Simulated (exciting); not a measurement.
The O K edge of atom 3 in TaAgO3, space group Pm-3m, with 2 Ta at 2.00 Å (linear, site symmetry 4/mmm), was computed at 2 levels: exchange and screened direct term (singlet BSE) and independent particles. Common settings: exciting, all-electron LAPW+lo, LDA, 4×4×4 shifted k points, 29 conduction bands, |G+q| up to 3 bohr⁻¹, full RPA screening with nempty = 53, Lorentzian half width 0.45 eV.

Energy from the Kohn–Sham onset, core level to the lowest empty state found on the meshes used; all runs on one relative scale:

```
E (eV)  run 1  run 2
  -3.0   0.02   0.05
  -2.5   0.03   0.06
  -2.0   0.03   0.07
  -1.5   0.04   0.10
  -1.0   0.05   0.15
  -0.5   0.06   0.25
   0.0   0.09   0.50
   0.5   0.14   1.15
   1.0   0.22   2.07
   1.5   0.40   1.51
   2.0   0.74   1.07
   2.5   0.94   0.83
   3.0   1.12   0.52
   3.5   1.18   0.37
   4.0   0.82   0.31
   4.5   0.55   0.34
   5.0   0.34   0.56
   5.5   0.33   1.06
   6.0   0.42   1.29
   6.5   0.64   1.15
   7.0   0.78   1.13
   7.5   0.84   0.90
   8.0   0.85   0.85
   8.5   0.99   0.65
   9.0   0.99   0.50
   9.5   0.70   0.47
  10.0   0.56   0.43
  10.5   0.53   0.56
  11.0   0.39   0.86
  11.5   0.51   0.61
  12.0   0.89   0.52
  12.5   1.09   0.48
  13.0   0.94   0.48
  13.5   0.84   0.37
  14.0   0.68   0.24
  14.5   0.42   0.19
  15.0   0.28   0.23
  15.5   0.30   0.31
  16.0   0.35   0.28
  16.5   0.30   0.28
  17.0   0.28   0.35
  17.5   0.32   0.48
  18.0   0.41   0.58
  18.5   0.53   0.59
  19.0   0.63   0.52
  19.5   0.61   0.55
  20.0   0.70   0.46
  20.5   0.78   0.36
  21.0   0.71   0.27
  21.5   0.50   0.22
  22.0   0.42   0.20
  22.5   0.34   0.15
  23.0   0.23   0.11
  23.5   0.17   0.11
```

**Question.** Which run is which, and why?

Run 1: independent particles; highest local maximum in the window at 3.3 eV. Run 2: exchange and screened direct term (singlet BSE); highest local maximum in the window at 1.0 eV. The attractive direct term pulls weight down: the curves pass 0.31 at 1.3 and -0.3 eV in the order of the runs. Fine structure above the first lines is partly noise of the 64-point mesh.

[Banner, clock and machine lines of the logs are left out without a mark of their own.]

[Logs are printed without paths, hosts, clocks, repeated set-up lines and the standing remarks that a program may print on its own settings, such as how far it seeks lower states.]

[Hosts, paths, dates, database ids (printed as entryN), source tags and the programs' standing remarks are cut or masked in the printed files.]
